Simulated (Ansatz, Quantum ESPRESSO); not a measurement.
# Cl on fcc sites of Ag(111): the work function of the upper face at a withheld member of a series

**Set-up.** Quantum ESPRESSO 7.5, PBE, GBRV ultrasoft. Slabs of 3 layers, covered on the upper face; adsorbates and the top layer relax in a periodic cell, the rest is held (the clean slab relaxes both outer layers); a run under open boundaries (ESM, bc1) gives both vacuum levels. Cells of one to 9 surface sites carry the coverages, on meshes of like density; cold smearing of 0.02 Ry. The slabs take the lattice constants of the bulk relaxed by the same program. The series steps the coverage.

| coverage | work function of the upper face (eV) |
| --- | --- |
| 0 ML | 4.556 |
| 0.1111 ML | 4.941 |
| 0.1667 ML | 5.174 |
| 0.25 ML | 5.587 |
| 0.3333 ML | 5.703 |
| 0.6667 ML | 6.493 |
| 0.75 ML | 6.362 |
| 1 ML | 6.536 |

One more run was made and is withheld. What is the work function of the upper face at 0.5 ML?

**Fit.** The rows at 0.3333 ML and 0.6667 ML give a slope of (6.493 − (5.703))/(0.6667 − (0.3333)) = 2.37, so a straight line gives 6.098 eV. A parabola through these and the row at 0.25 ML gives 6.033 eV.

**The withheld run.** 6.121 eV. The line misses by −0.023 and the parabola by −0.088 eV. The line does better here.

Caveats: Thin slabs, one site and one ordered pattern a coverage; no reconstruction or subsurface sites; meshes differ a little between cells.
